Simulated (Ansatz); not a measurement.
The compound is CrBr2 (1T sheet).

The cell holds 3 atoms: 1 Cr and 2 Br. Its edges and angles: a = 3.356 Å, b = 3.356 Å, c = 30.018 Å, α = 90.0°, β = 90.0°, γ = 120.0°. Vacuum lies along c.

```xyz
3
Lattice="0.0000 2.3729 2.3729 2.3729 -2.3729 0.0000 17.3306 17.3306 -17.3306" Properties=species:S:1:pos:R:3
Cr    5.5162    5.5162   -5.5162
Br    7.9653    5.5924   -5.5924
Br    5.4401    5.4401   -3.0672
```

The structure was relaxed with LDA. The structure was generated from a model, not taken from a measurement. The runs that relaxed it are not among those shown. The program's search for lower electronic states was switched off, so nothing shows that the state found is the lowest. PAW set soft_2, made with PBE.

A constrained-RPA run (Ansatz 0.2.0; non-magnetic LDA; Cr t2g + anion p, bands v8 to c1, 6×6×1 mesh, medium accuracy) builds 9 functions on bands 8.1 eV wide, with 16.0 electrons in the window. The bare on-site interaction is 17.7 eV and the bare J 0.63 eV.

What U and J survive the screening?

On the Cr t2g shell, U = 3.44 eV (19 % of the bare value), U′ = 2.50 eV, J = 0.44 eV.

The parent state is non-magnetic and the interaction static (zero frequency); U depends on the window and the orbitals, so it belongs to this model alone. A window that holds the anion p bands defines a model with explicit ligands; its U belongs to that model and is not the U of DFT+U.

[Paths, hosts, dates, memory and timing lines, banners, echoed tables and standing remarks are left out of the program output.]

[Logs are printed without paths, hosts, clocks, repeated set-up lines and the standing remarks that a program may print on its own settings, such as how far it seeks lower states.]

[Runs of the session that timed out or met a known fault of the program may be left out.]

[Hosts, paths, dates, database ids (printed as entryN), source tags and the programs' standing remarks are cut or masked in the printed files.]
